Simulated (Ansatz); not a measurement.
## Cs2AgBiBr6 (Fm-3m): how G0W0 depends on its starting point

How much of the starting functional survives in the G0W0 gap of Cs2AgBiBr6 (Fm-3m)?

Main program and level: Ansatz 0.2.0; G0W0 on several functionals, plane waves, PAW.

In doubt: one-shot GW on d or f shells is unsure, so the values of those runs are not to be relied on; masses and optical values from hybrid runs of this build are listed as unsure (step 4), which bears on the screening that GW takes from such a start.

### Step 1. The starting structure

Symmetry: Fm-3m, No. 225, cubic system. Conventional cell: a = 11.488 Å, b = 11.488 Å, c = 11.488 Å, α = 90.00°, β = 90.00°, γ = 90.00°. Nearest to Cs lie 12 Br at 4.06 Å. Ag has 6 Br at 2.86 Å nearest. Bi has 6 Br at 2.88 Å nearest. Nearest to Br lie 1 Ag at 2.86 Å and 1 Bi at 2.88 Å and 4 Cs at 4.06 Å. Farther neighbours and most contacts between anions are not listed.

The cell and positions are those that the Materials Project relaxed with its own functionals (PBE, PBE+U or r2SCAN), kept fixed. Spin-orbit coupling is left out unless a step names it.

### Step 2. G0W0 on LDA

Now the one-shot GW correction: screening in the RPA, then the self-energy of the levels asked for. This step takes PAW set soft_1 files.

This step: G0W0 on LDA, plane waves, PAW; PAW set soft_1.

input.yaml reads:

```yaml
crystal:
  lattice:
    - [0.0, 5.744148, 5.744148]
    - [5.744148, 0.0, 5.744148]
    - [5.744148, 5.744148, 0.0]
  atoms:
    - { symbol: Cs, position: [0.75, 0.75, 0.75] }
    - { symbol: Cs, position: [0.25, 0.25, 0.25] }
    - { symbol: Ag, position: [0.5, 0.5, 0.5] }
    - { symbol: Bi, position: [0.0, 0.0, 0.0] }
    - { symbol: Br, position: [0.749194, 0.250806, 0.250806] }
    - { symbol: Br, position: [0.250806, 0.250806, 0.749194] }
    - { symbol: Br, position: [0.250806, 0.749194, 0.749194] }
    - { symbol: Br, position: [0.250806, 0.749194, 0.250806] }
    - { symbol: Br, position: [0.749194, 0.250806, 0.749194] }
    - { symbol: Br, position: [0.749194, 0.749194, 0.250806] }
kpoints:
  mp_grid: { grid: [2, 2, 2] }
hamiltonian:
  xc: lda
  pseudopotentials: { kind: paw, azcp: { folder: soft_1 }, xc_functional: pbe }
scf:
  occupations: { method: fixed }
gw:
  n_empty_bands: 993
  ecut_chi: 110.0
  qp_bands: [v3, c3]
  qp_kpoints: band_edges
  screening: { model: contour_deformation }
```

Launch:

```
ansatz run input.yaml --threads 3 --pin off --max-ram 92160MiB --backend cuda --events-out ev --progress --plain --runs-dir out --devices 1 --max-vram 13GiB
```

Numbers of over 12 decimals in the logs are rounded to 6 here.

The program printed:

```text
GPUs: using 1 of 1 available (devices: 1).
Engine: ansatz 0.2.0, x86_64-unknown-linux-gnu
Pseudopotentials: kind: paw
Pseudopotential: Cs, paw, valence charge 9, recommended cutoff 420 eV (normal), soft_1/Cs.paw.azcp
Pseudopotential: Ag, paw, valence charge 19, recommended cutoff 420 eV (normal), soft_1/Ag.paw.azcp
Pseudopotential: Bi, paw, valence charge 15, recommended cutoff 420 eV (normal), soft_1/Bi.paw.azcp
Pseudopotential: Br, paw, valence charge 7, recommended cutoff 420 eV (normal), soft_1/Br.paw.azcp
Functional definition: SPW92
  exchange = slater_x
  correlation = pw_c
device memory: the entry about to start is reckoned to put 4.5 GiB on a device that reports 49.2 GiB free (of which the cap on the GPU budget leaves the run 13.0 GiB)
GPU FFT provider: cuFFT
GPU libraries: cuBLAS 13.8.2, cuFFT 12.4.0, cuSOLVER 12.3.4
Crystal: 10 atoms, lattice volume = 379.059 Å³
Basis set: ecut = 420 eV, 7391 PW (Γ)
Bands: 57, of which v1, the nominal top of the filled ones, is band 47 counted from 1 (46 counted from 0)
Symmetry: 48 space group operations
Space group: Fm-3m (ITA 225), of the structure as read, at distance tolerance 7.2e-5 Å
k-points: 3 of 8
Non-local potential: Cs, projectors of the file, l = 0: 3, l = 1: 2, l = 2: 2, l = 3: 2
Non-local potential: Ag, projectors of the file, l = 0: 3, l = 1: 2, l = 2: 2, l = 3: 1
Non-local potential: Bi, projectors of the file, l = 0: 2, l = 1: 2, l = 2: 2, l = 3: 1
Non-local potential: Br, projectors of the file, l = 0: 2, l = 1: 2, l = 2: 2
PAW form: soft (Blöchl's): semilocal exchange-correlation on the pseudo side does not see the compensation charge
PAW frozen core: Cs, regenerated for the run's functional, and the local potential with it (the file was generated under x = pbe(κ = 0.804, μ = 0.219515), c = pbe(β = 0.066725))
PAW frozen core: Ag, regenerated for the run's functional, and the local potential with it (the file was generated under x = pbe(κ = 0.804, μ = 0.219515), c = pbe(β = 0.066725))
PAW frozen core: Bi, regenerated for the run's functional, and the local potential with it (the file was generated under x = pbe(κ = 0.804, μ = 0.219515), c = pbe(β = 0.066725))
PAW frozen core: Br, regenerated for the run's functional, and the local potential with it (the file was generated under x = pbe(κ = 0.804, μ = 0.219515), c = pbe(β = 0.066725))
PAW one-centre angular grid: Cs, 194 points (default); XC on 64 Gauss nodes
PAW one-centre angular grid: Ag, 590 points (default); XC on 64 Gauss nodes
PAW one-centre angular grid: Bi, 590 points (default); XC on 64 Gauss nodes
PAW one-centre angular grid: Br, 110 points (default); XC on 64 Gauss nodes
Initial density: superposition of atomic densities (chi_scale 0.1, normalization cell, long waves kept (reshape's long-wave potential 0.00 eV rms))
Initial wavefunctions: pseudopotential atomic-orbital guess
GPU buffer pool allocated for 216000 grid points (all kernels)
GPU transforms: local potential and band sums: pruned to the plane-wave sphere, on 54×60×60
Functional: x = slater, c = lda
SCF iter   1: F=—  HF=-46732.149829 eV  |F-HF|=—  |Δ(HF+E_count)|=         —  Δρ=2.67e-2  dr2=5.95e0  ethr=3.10e-3  ⟨swp⟩=5.3  Hψ=579  notcnv=0  defer=13
preconditioner: auto → Resta (q_TF=auto, 2.163 Å⁻¹)  ε∞=3.8  [insulator: Δε(μ)=1.333 eV  Ē_g=9.699 eV  n_scr=58 (ndim 8)  ℏωp=16.2 eV  f_vac=0.014  ε∞_Penn≈3.8]
SCF iter   2: F=—  HF=-46730.319724 eV  |F-HF|=—  |Δ(HF+E_count)|=    1.83e0  Δρ=1.12e-2  dr2=1.35e0  ethr=3.10e-3  ⟨swp⟩=3.0  Hψ=355  notcnv=0  defer=22
SCF iter   3: F=—  HF=-46729.762507 eV  |F-HF|=—  |Δ(HF+E_count)|=   5.57e-1  Δρ=5.27e-3  dr2=2.79e-1  ethr=1.44e-3  ⟨swp⟩=2.3  Hψ=318  notcnv=0  defer=23
SCF iter   4: F=—  HF=-46729.628126 eV  |F-HF|=—  |Δ(HF+E_count)|=   1.34e-1  Δρ=2.00e-3  dr2=3.54e-2  ethr=2.97e-4  ⟨swp⟩=2.3  Hψ=281  notcnv=0  defer=24
SCF iter   5: F=—  HF=-46729.615047 eV  |F-HF|=—  |Δ(HF+E_count)|=   1.31e-2  Δρ=7.18e-4  dr2=2.24e-3  ethr=3.76e-5  ⟨swp⟩=2.7  Hψ=287  notcnv=0  defer=23
SCF iter   6: F=—  HF=-46729.614897 eV  |F-HF|=—  |Δ(HF+E_count)|=   1.50e-4  Δρ=1.14e-4  dr2=9.05e-5  ethr=2.38e-6  ⟨swp⟩=2.0  Hψ=295  notcnv=0  defer=22
SCF iter   7: F=—  HF=-46729.614914 eV  |F-HF|=—  |Δ(HF+E_count)|=   1.69e-5  Δρ=4.87e-5  dr2=9.88e-6  ethr=9.63e-8  ⟨swp⟩=2.0  Hψ=283  notcnv=0  defer=22
SCF iter   8: F=—  HF=-46729.614914 eV  |F-HF|=—  |Δ(HF+E_count)|=   2.24e-7  Δρ=9.20e-6  dr2=3.09e-7  ethr=1.05e-8  ⟨swp⟩=2.0  Hψ=292  notcnv=0  defer=21
SCF iter   9: F=-46729.614914 eV  HF=-46729.614914 eV  |F-HF|=1.35e-9  |Δ(HF+E_count)|=   2.52e-7  Δρ=1.14e-6  dr2=4.64e-9  ethr=1.06e-10  ⟨swp⟩=17.3  Hψ=811  notcnv=0
SCF 1 converged in 9 iterations: F = -46729.614914 eV  dr2 = 4.64e-9
  greatest PAW one-centre occupation: 1.001 electrons in one spin orbital (limit 2), on the Ag atom at site 2 (counted from 0), in its partial waves of l = 0
device memory: the entry about to start is reckoned to put 5.5 GiB (of the 5.6 GiB reckoned in all, the device holds 0.1 GiB already) on a device that reports 49.1 GiB free (of which the cap on the GPU budget leaves the run 12.9 GiB)
NSCF: frozen V_eff on 3 k-points
the band table was solved once the SCF had ended and its energy, with any forces and stress, was formed, with the checks that follow a solve (700 applications of the Hamiltonian). They found nothing against the state; the energy, forces and stress were not computed again (output.eigenvalues in the input reference)
device memory: the entry about to start is reckoned to put 9.3 GiB on a device that reports 49.5 GiB free (of which the cap on the GPU budget leaves the run 13.0 GiB)
NSCF: frozen V_eff on 3 k-points
G₀W₀ screening: q 1/3
[... further progress lines ...]
device memory: the entry about to start is reckoned to put 1.4 GiB on a device that reports 48.8 GiB free (of which the cap on the GPU budget leaves the run 13.0 GiB)
NSCF: frozen V_eff on 1 k-points
device memory: the entry about to start is reckoned to put 1.4 GiB on a device that reports 48.9 GiB free (of which the cap on the GPU budget leaves the run 13.0 GiB)
NSCF: frozen V_eff on 1 k-points
SCF converged after 9 iterations
Free energy (F): -46729.614914 eV
Harris-Foulkes:  -46729.614914 eV  (|F-HF|=1.35e-9)
Internal energy: -46729.614914 eV  (E = F + TS)
E sigma→0 (E₀):  -46729.614914 eV
Fermi energy:    3.248753 eV
--- Per-component energies (eV) ---
  E_band       = -881.137894
  E_kinetic    = 1795.934867
  E_local      = -8081.483638  (includes V_loc(G=0)·N_el)
  E_nonlocal   = 824.112293
  E_hartree    = 3348.814013
  E_xc         = -1831.178836
  E_vxc        = -1262.343050  (∫ρ·V_xc dr)
  E_paw        = -37327.601586  (= ΣΔE_a)
  E_vpaw       = -854.983680  (= ΣTr[D̂ρ^β])
  E_aug_tail   = 0.000598  (compensation charges beyond the density's cutoff)
  E_ewald      = -5460.712800
  E_core_change = 2.500174  (= ΣΔE_core)
  E_smearing   = -0.000000  (= −TS)
  E_closure    = -0.000000  (closes the sum)
  Σ components = -46729.614914   (vs F -46729.614914, Δ=0.00e0)
--- Band table (eV) ---
  k-point 0: bands = [... 43 lower, 2.3366, 2.3366, 2.7088, 2.7088, 5.4414, 5.4414, 5.4414, 6.6244, ... 6 higher]
  k-point 1: bands = [... 43 lower, 2.0477, 2.0569, 2.2366, 2.2366, 4.3913, 6.7009, 6.7009, 8.0086, ... 6 higher]
  k-point 2: bands = [... 43 lower, 1.9733, 2.3215, 2.7036, 3.2488, 5.8934, 5.8934, 6.2229, 7.2948, ... 6 higher]
--- G₀W₀: contour deformation, 7 samples at zero and on the imaginary axis and 2 off it, 8 q-points, 993 empty bands' worth ---
  eigenvalues of the whole cell's RPA ε∞ on this k-mesh (on a slab, of 1 + 4πα/V) = 6.1601, 6.1601, 6.1601; static W/v taken at q = 0 is 0.162335
  bands read: the sum over 1040 bands ends inside a degenerate multiplet in 1 slot, whose members it reads at an even weight; the widest, k=0: bands 1039 to 1041 (counted from 1) at 2/3 each
  gw.qp_kpoints: band_edges: 3 of 3 stored k-points solved, in 1 pass; an edge of the gap read off the rows below is read off those points alone
    ik  band        ε_KS         Σx   Σc(E_QP)       V_xc       Z   E_QP_lin       E_QP  E_QP is
     0    45      2.3366   -19.7471     2.7591   -16.1358  0.7288     1.4604     1.4844  root
     0    46      2.7088   -25.9629     3.1400   -22.2666  0.7277     2.1436     2.1525  root
     0    47      2.7088   -25.9629     3.1400   -22.2666  0.7277     2.1436     2.1525  root
     0    48      5.4414    -9.5043    -3.5358   -13.6876  0.7646     6.0992     6.0888  root
     0    49      5.4414    -9.5043    -3.5358   -13.6876  0.7646     6.0992     6.0888  root
     0    50      5.4414    -9.5043    -3.5358   -13.6876  0.7646     6.0992     6.0888  root
     1    45      2.0569   -19.3831     2.8288   -15.6853  0.7247     1.1608     1.1880  root
     1    46      2.2366   -22.0811     3.0129   -18.3353  0.7220     1.4883     1.5037  root
     1    47      2.2366   -22.0811     3.0129   -18.3353  0.7220     1.4883     1.5037  root
     1    48      4.3913    -9.7210    -3.5417   -13.9082  0.7703     5.0455     5.0369  root
     1    49      6.7009   -12.5164    -3.5570   -16.7647  0.8465     7.4806     7.3922  root
     1    50      6.7009   -12.5164    -3.5570   -16.7647  0.8465     7.4806     7.3922  root
     2    45      2.3215   -19.6905     2.7533   -16.0860  0.7288     1.4462     1.4703  root
     2    46      2.7036   -25.9694     3.1459   -22.2668  0.7274     2.1380     2.1470  root
     2    47      3.2488   -24.1059     2.3581   -21.3078  0.7410     2.8042     2.8088  root
     2    48      5.8934   -10.4211    -3.6250   -14.7069  0.7532     6.5679     6.5541  root
     2    49      5.8934   -10.4211    -3.6250   -14.7069  0.7532     6.5679     6.5541  root
     2    50      6.2229   -10.9226    -3.7302   -15.3282  0.7433     6.9156     6.8982  root
```

The job ended after 19 s (1 × NVIDIA H100 80GB HBM3 (shared by 6 runs) with 3 threads of AMD EPYC 7R13 (Zen 3), shared host; peak memory 2.2 GiB).

This step gave:

| Quantity | Value |
| --- | --- |
| bands summed | 1040 |
| RPA ε∞ on this mesh (eigenvalues) | 6.160, 6.160, 6.160 |
| plane waves in the screening matrix | 965 |
| q-points in the mesh | 8 |
| G0W0 gap on the mesh | 2.228 eV |
| k of the valence top | 0, -0.5, -0.5 |
| k of the conduction bottom | 0, 0, -0.5 |
| starting gap on the mesh | 1.143 eV |
| Z at the valence top | 0.7410 |
| Z at the conduction bottom | 0.7703 |
| least direct G0W0 gap on the computed points | 3.533 eV |

The gap on the mesh goes from 1.14 eV to 2.23 eV, a correction of +1.09 eV. Between the two edge states, bare exchange in place of the xc potential would open the gap by 6.99 eV, and correlation takes back 5.90 eV.

### Step 3. G0W0 on PBE

The same correction from a different start measures what one shot leaves open.

This step: G0W0 on PBE, plane waves, PAW; PAW set soft_1.

Edit input.yaml of step 2 so:

```diff
@@ -19,4 +19,4 @@
 hamiltonian:
-  xc: lda
-  pseudopotentials: { kind: paw, azcp: { folder: soft_1 }, xc_functional: pbe }
+  xc: pbe
+  pseudopotentials: { kind: paw, azcp: { folder: soft_1 } }
 scf:
```

The program printed:

```text
GPUs: using 1 of 1 available (devices: 1).
[...]
GPU FFT provider: cuFFT
GPU libraries: cuBLAS 13.8.2, cuFFT 12.4.0, cuSOLVER 12.3.4
Crystal: 10 atoms, lattice volume = 379.059 Å³
Basis set: ecut = 420 eV, 7391 PW (Γ)
Bands: 57, of which v1, the nominal top of the filled ones, is band 47 counted from 1 (46 counted from 0)
Symmetry: 48 space group operations
[...]
k-points: 3 of 8
[...]
GPU buffer pool allocated for 216000 grid points (all kernels)
[...]
SCF iter   1: F=—  HF=-48044.532297 eV  |F-HF|=—  |Δ(HF+E_count)|=         —  Δρ=2.81e-2  dr2=6.00e0  ethr=3.10e-3  ⟨swp⟩=5.0  Hψ=571  notcnv=0  defer=17
[...]
SCF iter   9: F=-48042.114648 eV  HF=-48042.114648 eV  |F-HF|=5.94e-9  |Δ(HF+E_count)|=   5.80e-7  Δρ=2.13e-6  dr2=2.33e-8  ethr=1.06e-10  ⟨swp⟩=17.3  Hψ=892  notcnv=0
SCF 1 converged in 9 iterations: F = -48042.114648 eV  dr2 = 2.33e-8
[...]
NSCF: frozen V_eff on 3 k-points
[...]
G₀W₀ screening: q 1/3
[... further progress lines ...]
[...]
SCF converged after 9 iterations
Free energy (F): -48042.114648 eV
[...]
Internal energy: -48042.114648 eV  (E = F + TS)
E sigma→0 (E₀):  -48042.114648 eV
Fermi energy:    3.590328 eV
[...]
--- Band table (eV) ---
  k-point 0: bands = [... 43 lower, 2.6154, 2.6154, 3.0315, 3.0315, 5.9258, 5.9258, 5.9258, 7.2895, ... 6 higher]
  k-point 1: bands = [... 43 lower, 2.3447, 2.3487, 2.5426, 2.5426, 4.9033, 7.1273, 7.1273, 8.6309, ... 6 higher]
  k-point 2: bands = [... 43 lower, 2.2819, 2.6014, 3.0268, 3.5903, 6.3527, 6.3527, 6.6682, 7.8291, ... 6 higher]
[...]
0    45      2.6154   -19.7616     2.7975   -15.9032  0.7351     1.5180     1.5544  root
     0    46      3.0315   -26.1968     3.2320   -22.2084  0.7327     2.2591     2.2752  root
     0    47      3.0315   -26.1968     3.2320   -22.2084  0.7327     2.2591     2.2752  root
     0    48      5.9258    -9.4843    -3.4228   -13.2598  0.7697     6.2811     6.2785  root
     0    49      5.9258    -9.4843    -3.4228   -13.2598  0.7697     6.2811     6.2785  root
     0    50      5.9258    -9.4843    -3.4228   -13.2598  0.7697     6.2811     6.2785  root
     1    45      2.3487   -18.6836     1.8974   -16.0072  0.7429     1.5522     1.5697  root
     1    46      2.5426   -22.4643     3.1065   -18.4236  0.7282     1.5814     1.6084  root
[...]
2    47      3.5903   -24.2256     2.4263   -21.1345  0.7464     2.9151     2.9256  root
     2    48      6.3527   -10.3402    -3.5075   -14.2409  0.7596     6.7497     6.7458  root
     2    49      6.3527   -10.3402    -3.5075   -14.2409  0.7596     6.7497     6.7458  root
     2    50      6.6682   -10.8326    -3.6002   -14.8577  0.7511     7.0985     7.0930  root
```

Elapsed: 20 s, on 1 × NVIDIA H100 80GB HBM3 (shared by 6 runs) with 3 threads; peak memory 2.1 GiB.

Numbers from this step:

| Item | Value |
| --- | --- |
| bands summed | 1040 |
| RPA ε∞ on this mesh (eigenvalues) | 5.520, 5.520, 5.520 |
| plane waves in the screening matrix | 965 |
| q-points in the mesh | 8 |
| G0W0 gap on the mesh | 2.309 eV |
| k of the valence top | 0, -0.5, -0.5 |
| k of the conduction bottom | 0, 0, -0.5 |
| starting gap on the mesh | 1.313 eV |
| Z at the valence top | 0.7464 |
| Z at the conduction bottom | 0.7754 |
| least direct G0W0 gap on the computed points | 3.627 eV |

Against the run with 2×2×2 mesh, 993 empty bands, screening to 110 eV, PAW set soft_1 files on LDA, the gap moves by +0.08 eV, while the start moved by +0.17 eV.

### Step 4. G0W0 on HSE06

This step: G0W0 on HSE06, plane waves, PAW; PAW set soft_1.

Edit input.yaml of step 3 so:

```diff
@@ -19,3 +19,3 @@
 hamiltonian:
-  xc: pbe
+  xc: hse06
   pseudopotentials: { kind: paw, azcp: { folder: soft_1 } }
```

The program printed:

```text
GPUs: using 1 of 1 available (devices: 1).
[...]
davidson cushion auto → on  (no smearing: the cushion is to keep the highest requested band from converging to the state above it; pin scf.eigensolver.cushion to override)
[...]
GPU FFT provider: cuFFT
GPU libraries: cuBLAS 13.8.2, cuFFT 12.4.0, cuSOLVER 12.3.4
Crystal: 10 atoms, lattice volume = 379.059 Å³
Basis set: ecut = 420 eV, 7391 PW (Γ)
[...]
1    45      1.6695   -21.6485     2.5518   -18.6085  0.7712     1.1766     1.1812  root
     1    46      1.6695   -21.6485     2.5518   -18.6085  0.7712     1.1766     1.1812  root
[...]
2    47      2.9285   -23.1417     1.9075   -20.9275  0.7875     2.6205     2.6218  root
     2    48      6.5741   -10.0256    -3.3548   -13.7695  0.7982     6.9655     6.9632  root
     2    49      6.5741   -10.0256    -3.3548   -13.7695  0.7982     6.9655     6.9632  root
     2    50      6.9076   -10.5163    -3.4256   -14.3537  0.7925     7.3223     7.3194  root
[key lines of the parts left out:]
Free energy (F): -48070.518137 eV
Fermi energy:    2.928462 eV
```

Wall time 78 s (1 × NVIDIA H100 80GB HBM3 (shared by 6 runs) with 3 threads); peak memory 2.3 GiB; 1.9 min of CPU time.

Numbers from this step:

* bands summed: 1040
* RPA ε∞ on this mesh (eigenvalues): 3.991, 3.991, 3.991
* plane waves in the screening matrix: 965
* G0W0 gap on the mesh: 2.860 eV
* k of the valence top: 0, -0.5, -0.5
* k of the conduction bottom: 0, 0, -0.5
* starting gap on the mesh: 2.225 eV
* least direct G0W0 gap on the computed points: 4.218 eV

Against the run with 2×2×2 mesh, 993 empty bands, screening to 110 eV, PAW set soft_1 files on PBE, the gap moves by +0.55 eV, while the start moved by +0.91 eV.

### Step 5. Side by side

All on the 2×2×2 mesh with 993 empty bands and screening to 110 eV. Times are wall times on 1 × NVIDIA H100 80GB HBM3 (shared by 6 runs) with 3 threads of AMD EPYC 7R13 (Zen 3), shared host, good to a factor of about two.

```
start  starting gap (eV)  shift (eV)  G0W0 gap (eV)  RPA ε∞ (harmonic mean)  Z (valence, conduction)  time
  LDA               1.14       +1.09           2.23                    6.16               0.74, 0.77  19 s
  PBE               1.31       +1.00           2.31                    5.52               0.75, 0.78  20 s
HSE06               2.22       +0.64           2.86                    3.99               0.79, 0.81  78 s
```

How the two edges are built up, in eV (the quasiparticle level is the starting level plus Σx plus Σc less Vxc):

```csv
run,edge,start,Σx,Σc,Vxc,Z,QP
LDA,valence top,3.25,-24.11,2.36,-21.31,0.74,2.81
LDA,conduction bottom,4.39,-9.72,-3.54,-13.91,0.77,5.04
PBE,valence top,3.59,-24.23,2.43,-21.13,0.75,2.93
PBE,conduction bottom,4.90,-9.58,-3.45,-13.36,0.78,5.24
HSE06,valence top,2.93,-23.14,1.91,-20.93,0.79,2.62
HSE06,conduction bottom,5.15,-9.20,-3.35,-12.88,0.81,5.48
```

For a hybrid start, Vxc holds its share of exact exchange.

### Step 6. Summary of results

* G0W0@LDA: 2.23 eV (start 1.14 eV)
* G0W0@PBE: 2.31 eV (start 1.31 eV)
* G0W0@HSE06: 2.86 eV (start 2.22 eV)
* known limits: not at the basis limit; d shell near the gap, gap tends to lie low; no spin-orbit coupling; coarse k mesh

What this shows: The starting gaps span 1.08 eV and the G0W0 gaps 0.63 eV. Between LDA and HSE06, 0.63 eV of the 1.08 eV survives, 58 %. HSE06 screens less than LDA (ε∞ 3.99 against 6.16). Of the 0.63 eV by which its G0W0 gap is higher, the correlation part gives +0.64 eV, and exchange with the one-particle terms, which follow the orbitals, −0.01 eV. The smallest correction, +0.64 eV, is on HSE06, the start nearest to reproducing itself. Bands and cutoff are finite, so the gap is not at the basis limit. The miss can reach some tenths of an eV and take either sign; the mesh is an error of its own. The 2×2×2 mesh is coarse for this cell (its supercell is 16 Å along the shortest edge). The RPA ε∞ on it, from the LDA start, is 6.16; such meshes misread the long-range screening, most where the gap is narrow. Where an edge is built on 6p states of lead, bismuth or thallium, scalar-relativistic gaps usually stand too wide, by a few tenths to over one eV. A d shell, filled or nearly so, lies near the gap. One-shot GW converges very slowly in bands there, not always from below, and on a semilocal start the gap tends to come out low; starts rich in exact exchange can overshoot instead. The many-body steps are scalar-relativistic: spin-orbit coupling is not in them.

[Paths, hosts, dates, memory and timing lines, banners, echoed tables and standing remarks are left out of the program output.]

[Logs are printed without paths, hosts, clocks, repeated set-up lines and the standing remarks that a program may print on its own settings, such as how far it seeks lower states.]

[Runs of the session that timed out or met a known fault of the program may be left out.]

[Cells called generated may have been cut or substituted from an entry of the Crystallography Open Database or the Materials Project.]

[Hosts, paths, dates, database ids (printed as entryN), source tags and the programs' standing remarks are cut or masked in the printed files.]
